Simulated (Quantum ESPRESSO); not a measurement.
# The states of the two spins in CuSiO3, part 2 of 2

Wanted: the exchange-split electronic structure of CuSiO3.

Quantum ESPRESSO 7.5; PBEsol with U = 6 eV on Cu d (ortho-atomic projectors); plane waves with GBRV 1.5 PBEsol potentials, no spin-orbit coupling.

So far: Starting point; The magnetic state.

### Step 3. Post-processing

Level of this step: PBEsol with U = 6 eV on Cu d (ortho-atomic projectors); plane waves with GBRV 1.5 PBEsol potentials, no spin-orbit coupling, projections on orthogonalised atomic orbitals (Quantum ESPRESSO).

Input file projwfc.in:

```
&PROJWFC
  prefix = 'pwscf'
  outdir = './tmp'
  filpdos = 'pdos'
  ngauss = 0
  degauss = 0.01
  DeltaE = 0.05
  Emin = -2.74
  Emax = 11.26
/
```

Launch:

```
$ OMP_NUM_THREADS=1 mpirun -n 4 projwfc.x -nk 4 -in projwfc.in > projwfc.out
```

What it wrote:

```text
[banner, memory and clock lines left out]
Program PROJWFC v.7.5 starts

     [... lines left out ...]
     IMPORTANT: XC functional enforced from input :
     Exchange-correlation= PBESOL
                           (   1   4  10   8   0   0   0)
     Any further DFT definition will be discarded
     Please, verify this is what you really want

     G-vector sticks info

     Check: negative core charge=   -0.000002

     Gaussian broadening (read from input): ngauss,degauss=   0    0.010000

     Calling projwave ....

  Problem Sizes
  natomwfc =           58
  nbnd     =           59
  nkstot   =           60
  npwx     =         3672
  nkb      =          150

     Atomic states used for projection
     (read from pseudopotential files):

     state #   1: atom   1 (Si ), wfc  1 (l=0 m= 1)
     state #   2: atom   1 (Si ), wfc  2 (l=1 m= 1)
     state #   3: atom   1 (Si ), wfc  2 (l=1 m= 2)
     state #   4: atom   1 (Si ), wfc  2 (l=1 m= 3)
     state #   5: atom   2 (Si ), wfc  1 (l=0 m= 1)
     state #   6: atom   2 (Si ), wfc  2 (l=1 m= 1)
     state #   7: atom   2 (Si ), wfc  2 (l=1 m= 2)
     state #   8: atom   2 (Si ), wfc  2 (l=1 m= 3)
     state #   9: atom   3 (Cu1), wfc  1 (l=0 m= 1)
     state #  10: atom   3 (Cu1), wfc  2 (l=1 m= 1)
     state #  11: atom   3 (Cu1), wfc  2 (l=1 m= 2)
     state #  12: atom   3 (Cu1), wfc  2 (l=1 m= 3)
     state #  13: atom   3 (Cu1), wfc  3 (l=2 m= 1)
     state #  14: atom   3 (Cu1), wfc  3 (l=2 m= 2)
     state #  15: atom   3 (Cu1), wfc  3 (l=2 m= 3)
     state #  16: atom   3 (Cu1), wfc  3 (l=2 m= 4)
     state #  17: atom   3 (Cu1), wfc  3 (l=2 m= 5)
     state #  18: atom   3 (Cu1), wfc  4 (l=0 m= 1)
     state #  19: atom   3 (Cu1), wfc  5 (l=1 m= 1)
     state #  20: atom   3 (Cu1), wfc  5 (l=1 m= 2)
     state #  21: atom   3 (Cu1), wfc  5 (l=1 m= 3)
     state #  22: atom   4 (Cu2), wfc  1 (l=0 m= 1)
     state #  23: atom   4 (Cu2), wfc  2 (l=1 m= 1)
     state #  24: atom   4 (Cu2), wfc  2 (l=1 m= 2)
     state #  25: atom   4 (Cu2), wfc  2 (l=1 m= 3)
     state #  26: atom   4 (Cu2), wfc  3 (l=2 m= 1)
     state #  27: atom   4 (Cu2), wfc  3 (l=2 m= 2)
     state #  28: atom   4 (Cu2), wfc  3 (l=2 m= 3)
     state #  29: atom   4 (Cu2), wfc  3 (l=2 m= 4)
     state #  30: atom   4 (Cu2), wfc  3 (l=2 m= 5)
     state #  31: atom   4 (Cu2), wfc  4 (l=0 m= 1)
     state #  32: atom   4 (Cu2), wfc  5 (l=1 m= 1)
     state #  33: atom   4 (Cu2), wfc  5 (l=1 m= 2)
     state #  34: atom   4 (Cu2), wfc  5 (l=1 m= 3)
     state #  35: atom   5 (O  ), wfc  1 (l=0 m= 1)
     state #  36: atom   5 (O  ), wfc  2 (l=1 m= 1)
     state #  37: atom   5 (O  ), wfc  2 (l=1 m= 2)
     state #  38: atom   5 (O  ), wfc  2 (l=1 m= 3)
     state #  39: atom   6 (O  ), wfc  1 (l=0 m= 1)
     state #  40: atom   6 (O  ), wfc  2 (l=1 m= 1)
     state #  41: atom   6 (O  ), wfc  2 (l=1 m= 2)
     state #  42: atom   6 (O  ), wfc  2 (l=1 m= 3)
     state #  43: atom   7 (O  ), wfc  1 (l=0 m= 1)
     state #  44: atom   7 (O  ), wfc  2 (l=1 m= 1)
     state #  45: atom   7 (O  ), wfc  2 (l=1 m= 2)
     state #  46: atom   7 (O  ), wfc  2 (l=1 m= 3)
     state #  47: atom   8 (O  ), wfc  1 (l=0 m= 1)
     state #  48: atom   8 (O  ), wfc  2 (l=1 m= 1)
     state #  49: atom   8 (O  ), wfc  2 (l=1 m= 2)
     state #  50: atom   8 (O  ), wfc  2 (l=1 m= 3)
     state #  51: atom   9 (O  ), wfc  1 (l=0 m= 1)
     state #  52: atom   9 (O  ), wfc  2 (l=1 m= 1)
     state #  53: atom   9 (O  ), wfc  2 (l=1 m= 2)
     state #  54: atom   9 (O  ), wfc  2 (l=1 m= 3)
     state #  55: atom  10 (O  ), wfc  1 (l=0 m= 1)
     state #  56: atom  10 (O  ), wfc  2 (l=1 m= 1)
     state #  57: atom  10 (O  ), wfc  2 (l=1 m= 2)
     state #  58: atom  10 (O  ), wfc  2 (l=1 m= 3)

 [... projections of the bands left out ...]

Lowdin Charges:

     Atom #   1: total charge =   2.2680, s =  0.6816, p =  1.5864, d =  0.0000,
                 spin up      =   1.1340, s =  0.3408,
                 spin up      =   1.1340, p =  0.7932, pz=  0.2619, px=  0.2681, py=  0.2632,
                 spin up      =   1.1340, d =  0.0000, dz2=  0.0000, dxz=  0.0000, dyz=  0.0000, dx2-y2=  0.0000, dxy=  0.0000,
                 spin down    =   1.1340, s =  0.3408,
                 spin down    =   1.1340, p =  0.7932, pz=  0.2619, px=  0.2681, py=  0.2632,
                 spin down    =   1.1340, d =  0.0000, dz2=  0.0000, dxz=  0.0000, dyz=  0.0000, dx2-y2=  0.0000, dxy=  0.0000,
                 polarization =  -0.0000, s = -0.0000, p = -0.0000, d =  0.0000,
     Atom #   2: total charge =   2.2680, s =  0.6816, p =  1.5864, d =  0.0000,
                 spin up      =   1.1340, s =  0.3408,
                 spin up      =   1.1340, p =  0.7932, pz=  0.2619, px=  0.2681, py=  0.2632,
                 spin up      =   1.1340, d =  0.0000, dz2=  0.0000, dxz=  0.0000, dyz=  0.0000, dx2-y2=  0.0000, dxy=  0.0000,
                 spin down    =   1.1340, s =  0.3408,
                 spin down    =   1.1340, p =  0.7932, pz=  0.2619, px=  0.2681, py=  0.2632,
                 spin down    =   1.1340, d =  0.0000, dz2=  0.0000, dxz=  0.0000, dyz=  0.0000, dx2-y2=  0.0000, dxy=  0.0000,
                 polarization =  -0.0000, s = -0.0000, p = -0.0000, d =  0.0000,
     Atom #   3: total charge =  18.5187, s =  2.4631, p =  6.8825, d =  9.1731,
                 spin up      =   9.6144, s =  1.2274,
                 spin up      =   9.6144, p =  3.4383, pz=  1.1364, px=  1.1282, py=  1.1737,
                 spin up      =   9.6144, d =  4.9486, dz2=  0.9918, dxz=  0.9833, dyz=  0.9927, dx2-y2=  0.9876, dxy=  0.9932,
                 spin down    =   8.9043, s =  1.2356,
                 spin down    =   8.9043, p =  3.4442, pz=  1.1373, px=  1.1301, py=  1.1768,
                 spin down    =   8.9043, d =  4.2244, dz2=  0.9894, dxz=  0.9790, dyz=  0.6162, dx2-y2=  0.9842, dxy=  0.6556,
                 polarization =   0.7102, s = -0.0082, p = -0.0059, d =  0.7242,
     Atom #   4: total charge =  18.5187, s =  2.4631, p =  6.8825, d =  9.1731,
                 spin up      =   8.9043, s =  1.2356,
                 spin up      =   8.9043, p =  3.4442, pz=  1.1373, px=  1.1301, py=  1.1768,
                 spin up      =   8.9043, d =  4.2244, dz2=  0.9894, dxz=  0.9790, dyz=  0.6162, dx2-y2=  0.9842, dxy=  0.6556,
                 spin down    =   9.6144, s =  1.2274,
                 spin down    =   9.6144, p =  3.4383, pz=  1.1364, px=  1.1282, py=  1.1737,
                 spin down    =   9.6144, d =  4.9486, dz2=  0.9918, dxz=  0.9833, dyz=  0.9927, dx2-y2=  0.9876, dxy=  0.9932,
                 polarization =  -0.7102, s =  0.0082, p =  0.0059, d = -0.7242,
     Atom #   5: total charge =   6.5864, s =  1.6053, p =  4.9810, d =  0.0000,
                 spin up      =   3.3597, s =  0.8113,
                 spin up      =   3.3597, p =  2.5484, pz=  0.8617, px=  0.8383, py=  0.8484,
                 spin up      =   3.3597, d =  0.0000, dz2=  0.0000, dxz=  0.0000, dyz=  0.0000, dx2-y2=  0.0000, dxy=  0.0000,
                 spin down    =   3.2267, s =  0.7941,
                 spin down    =   3.2267, p =  2.4327, pz=  0.8352, px=  0.8232, py=  0.7743,
                 spin down    =   3.2267, d =  0.0000, dz2=  0.0000, dxz=  0.0000, dyz=  0.0000, dx2-y2=  0.0000, dxy=  0.0000,
                 polarization =   0.1329, s =  0.0172, p =  0.1157, d =  0.0000,
     Atom #   6: total charge =   6.5864, s =  1.6053, p =  4.9810, d =  0.0000,
                 spin up      =   3.3597, s =  0.8113,
                 spin up      =   3.3597, p =  2.5484, pz=  0.8617, px=  0.8383, py=  0.8484,
                 spin up      =   3.3597, d =  0.0000, dz2=  0.0000, dxz=  0.0000, dyz=  0.0000, dx2-y2=  0.0000, dxy=  0.0000,
                 spin down    =   3.2267, s =  0.7941,
                 spin down    =   3.2267, p =  2.4327, pz=  0.8352, px=  0.8232, py=  0.7743,
                 spin down    =   3.2267, d =  0.0000, dz2=  0.0000, dxz=  0.0000, dyz=  0.0000, dx2-y2=  0.0000, dxy=  0.0000,
                 polarization =   0.1329, s =  0.0172, p =  0.1157, d =  0.0000,
     Atom #   7: total charge =   6.5864, s =  1.6053, p =  4.9810, d =  0.0000,
                 spin up      =   3.2267, s =  0.7941,
                 spin up      =   3.2267, p =  2.4327, pz=  0.8352, px=  0.8232, py=  0.7743,
                 spin up      =   3.2267, d =  0.0000, dz2=  0.0000, dxz=  0.0000, dyz=  0.0000, dx2-y2=  0.0000, dxy=  0.0000,
                 spin down    =   3.3597, s =  0.8113,
                 spin down    =   3.3597, p =  2.5484, pz=  0.8617, px=  0.8383, py=  0.8484,
                 spin down    =   3.3597, d =  0.0000, dz2=  0.0000, dxz=  0.0000, dyz=  0.0000, dx2-y2=  0.0000, dxy=  0.0000,
                 polarization =  -0.1329, s = -0.0172, p = -0.1157, d =  0.0000,
     Atom #   8: total charge =   6.5864, s =  1.6053, p =  4.9810, d =  0.0000,
                 spin up      =   3.2267, s =  0.7941,
                 spin up      =   3.2267, p =  2.4327, pz=  0.8352, px=  0.8232, py=  0.7743,
                 spin up      =   3.2267, d =  0.0000, dz2=  0.0000, dxz=  0.0000, dyz=  0.0000, dx2-y2=  0.0000, dxy=  0.0000,
                 spin down    =   3.3597, s =  0.8113,
                 spin down    =   3.3597, p =  2.5484, pz=  0.8617, px=  0.8383, py=  0.8484,
                 spin down    =   3.3597, d =  0.0000, dz2=  0.0000, dxz=  0.0000, dyz=  0.0000, dx2-y2=  0.0000, dxy=  0.0000,
                 polarization =  -0.1329, s = -0.0172, p = -0.1157, d =  0.0000,
     Atom #   9: total charge =   6.7552, s =  1.6437, p =  5.1115, d =  0.0000,
                 spin up      =   3.3776, s =  0.8218,
                 spin up      =   3.3776, p =  2.5558, pz=  0.8686, px=  0.9053, py=  0.7818,
                 spin up      =   3.3776, d =  0.0000, dz2=  0.0000, dxz=  0.0000, dyz=  0.0000, dx2-y2=  0.0000, dxy=  0.0000,
                 spin down    =   3.3776, s =  0.8218,
                 spin down    =   3.3776, p =  2.5558, pz=  0.8686, px=  0.9053, py=  0.7818,
                 spin down    =   3.3776, d =  0.0000, dz2=  0.0000, dxz=  0.0000, dyz=  0.0000, dx2-y2=  0.0000, dxy=  0.0000,
                 polarization =   0.0000, s = -0.0000, p =  0.0000, d =  0.0000,
     Atom #  10: total charge =   6.7552, s =  1.6437, p =  5.1115, d =  0.0000,
                 spin up      =   3.3776, s =  0.8218,
                 spin up      =   3.3776, p =  2.5558, pz=  0.8686, px=  0.9053, py=  0.7818,
                 spin up      =   3.3776, d =  0.0000, dz2=  0.0000, dxz=  0.0000, dyz=  0.0000, dx2-y2=  0.0000, dxy=  0.0000,
                 spin down    =   3.3776, s =  0.8218,
                 spin down    =   3.3776, p =  2.5558, pz=  0.8686, px=  0.9053, py=  0.7818,
                 spin down    =   3.3776, d =  0.0000, dz2=  0.0000, dxz=  0.0000, dyz=  0.0000, dx2-y2=  0.0000, dxy=  0.0000,
                 polarization =   0.0000, s = -0.0000, p =  0.0000, d =  0.0000,
     Spilling Parameter:   0.0070
```

Run time: 3.2 s. Hardware: 4 MPI ranks of Arm Neoverse V1, shared host; peak memory 0.33 GiB; 13 s of CPU time.

The density of states has structure finer than the step of the table below, so its rows give means over 0.5 eV, whole bins alone (the curve runs from -9.00 to 5.05 eV). Peaks (eV: height): up = down -6.00: 6.2, -5.50: 6.41, -4.30: 4.59, -3.05: 6.34; Si1 p up -7.95: 0.1, -7.45: 0.144, -6.55: 0.188, 4.80: 0.101; Si1 p down -7.95: 0.1, -7.45: 0.144, -6.55: 0.188, 4.80: 0.101; Cu3 d up = Cu4 d down -7.95: 1.42, -5.75: 2.91; Cu3 d down = Cu4 d up -5.45: 2.43, -5.15: 2.52, 1.20: 1.99.

Gaussian broadening of 0.136 eV on the SCF mesh. Table of density of states by energy, zero at the Fermi level; means over each step; values in states/eV/cell:

```
energy (eV)  up = down  Si1 p up  Si1 p down  Cu3 d up = Cu4 d down  Cu3 d down = Cu4 d up  O5 p up  O5 p down
       -8.5      0.792    0.0151      0.0151                  0.150                 0.0759   0.0691     0.0938
       -8.0       2.09    0.0700      0.0700                   1.00                 0.0434    0.227     0.0602
       -7.5       1.87     0.102       0.102                  0.411                  0.120    0.192      0.116
       -7.0       2.41     0.102       0.102                  0.256                  0.210    0.195      0.235
       -6.5       4.12     0.160       0.160                   1.24                  0.218    0.297      0.377
       -6.0       5.55     0.100       0.100                   2.52                  0.820    0.201      0.342
       -5.5       5.76    0.0765      0.0765                   1.66                   1.99    0.205      0.318
       -5.0       4.95    0.0616      0.0616                  0.686                   2.15    0.186      0.225
       -4.5       4.10    0.0468      0.0468                  0.421                  0.967    0.323      0.338
       -4.0       3.88    0.0337      0.0337                  0.208                  0.727    0.295      0.459
       -3.5       4.01    0.0375      0.0375                  0.236                  0.329    0.524      0.406
       -3.0       5.17    0.0427      0.0427                  0.227                  0.409    0.777      0.714
       -2.5       1.50   0.00654     0.00654                  0.100                 0.0591    0.250      0.276
       -2.0       3.47    0.0147      0.0147                  0.252                  0.189    0.663      0.623
       -1.5      0.917   0.00506     0.00506                  0.132                 0.0250    0.249     0.0673
       -1.0      0.279   0.00222     0.00222                 0.0536                 3.9e-4    0.105     5.8e-4
       -0.5     1.2e-4         0           0                 2.9e-5                      0   4.4e-5          0
        0.0          0         0           0                      0                      0        0          0
        0.5     1.4e-5         0           0                      0                 1.3e-5        0          0
        1.0       1.07   0.00928     0.00928                 4.2e-4                  0.778  0.00256     0.0866
        1.5      0.923   0.00853     0.00853                 3.9e-4                  0.617  0.00208      0.115
        2.0     0.0188    1.5e-4      1.5e-4                 8.7e-5                0.00565   4.8e-6    0.00149
        2.5     0.0229    1.9e-4      1.9e-4                 2.0e-4                 2.4e-4   1.1e-5     2.1e-5
        3.0      0.181   0.00528     0.00528                0.00125                0.00151  0.00203    0.00212
        3.5      0.334    0.0140      0.0140                0.00204                0.00362  0.00596    0.00660
        4.0      0.331    0.0223      0.0223                0.00173                0.00292  0.00681    0.00727
        4.5      0.496    0.0420      0.0420                0.00198                0.00323   0.0102     0.0106
```

### Step 4. Summary of results

| Property | Result |
| --- | --- |
| state | antiferromagnetic |
| largest moment in a sphere | 0.739 μB |

In words: Distinct peaks of the density of states (up = down) stand at -6.00, -5.50, -4.30, -3.05 and -2.05 eV; the one at -5.50 eV is strongest. These are Kohn–Sham states without spin–orbit coupling, on the mesh of the self-consistent run. The moments are opposed on like sites, so the totals of the two spins are equal and the projections on single atoms show the splitting.

[Logs and program files are shortened in this print: banners, set-up blocks, solver, clock and traceback lines can be left out without a mark of their own.]

[Logs are printed without paths, hosts, clocks, repeated set-up lines and the standing remarks that a program may print on its own settings, such as how far it seeks lower states.]

[Hosts, paths, dates, database ids (printed as entryN), source tags and the programs' standing remarks are cut or masked in the printed files.]

[Where a cell is said to come from a database of computed structures, the database is the Materials Project.]
